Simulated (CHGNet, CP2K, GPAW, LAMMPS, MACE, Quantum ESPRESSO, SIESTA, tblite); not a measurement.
## Finding the fault: tblite, glassy 72SiO2-17Al2O3-6BaO-6ZnO (mol %) (116 atoms)

Program: tblite 0.8.0, a calculation on a cell of 26 Si, 12 Al, 2 Ba, 2 Zn and 74 O, 14.1 Å³ an atom.

Input file run.py:

```python
import numpy as np
from ase.io import read
from tblite.ase import TBLite

atoms = read("structure.xyz")
atoms.calc = TBLite(method="GFN3-xTB", electronic_temperature=580, accuracy=1.0, max_iterations=250, mixer_damping=0.4, verbosity=1)
energy = atoms.get_potential_energy()
forces = atoms.get_forces()
print(f"energy {energy:.6f} eV")
print("forces (eV/A)")
for i, (a, f) in enumerate(zip(atoms, forces)):
    print(f"{i:4d} {a.symbol:2s} {f[0]:10.5f} {f[1]:10.5f} {f[2]:10.5f}")
print("charges (e)")
print(np.array2string(atoms.get_charges(), precision=4, suppress_small=True, max_line_width=110, threshold=100000))
```

Input file structure.xyz:

```xyz
116
Lattice="11.78160 0.00000 0.00000 0.00000 11.78160 0.00000 0.00000 0.00000 11.78160" Properties=species:S:1:pos:R:3 pbc="T T T"
Si 10.46453 2.42913 11.56623
Si 10.99930 6.93547 11.67792
Si 5.89457 4.22394 11.15211
Si 9.66162 6.39847 5.02768
Si 10.85321 1.13634 6.27311
Si 8.12424 6.20183 11.19417
Si 1.20455 8.12942 7.71165
Si 1.67051 0.73600 4.68271
Si 6.56659 8.91584 10.38654
Si 4.96217 5.09531 8.19988
[... 102 atom lines left out ...]
O 10.61817 4.64867 8.44835
O 10.40150 10.86346 9.64006
O 9.78014 3.59409 10.61664
O 7.10266 7.46364 10.98080
```

Run with:

```console
$ OMP_NUM_THREADS=1 python run.py > output.txt
```

The program printed:

```text
tblite.exceptions.TBLiteValueError: Method 'GFN3-xTB' is not available for this calculator
```

Wall time 0.55 s (1 thread of Arm Neoverse V2, shared host); peak memory 0.09 GiB.

Banners, paths, timers and routine set-up lines are dropped from the logs unmarked, and long logs keep their key lines alone; longer cuts are marked.

**Question.** Which part of the input is at fault, and how is it mended?

An unknown method: method GFN3-xTB. Mend: name a method that the program has, such as GFN1-xTB or GFN2-xTB.

The program stopped at the start.

[Also dropped from logs without a mark: logging warnings of Python, and SIESTA's first energy breakdown and zero terms.]

[Logs are printed without paths, hosts, clocks, repeated set-up lines and the standing remarks that a program may print on its own settings, such as how far it seeks lower states.]

[Hosts, paths, dates, database ids (printed as entryN), source tags and the programs' standing remarks are cut or masked in the printed files.]
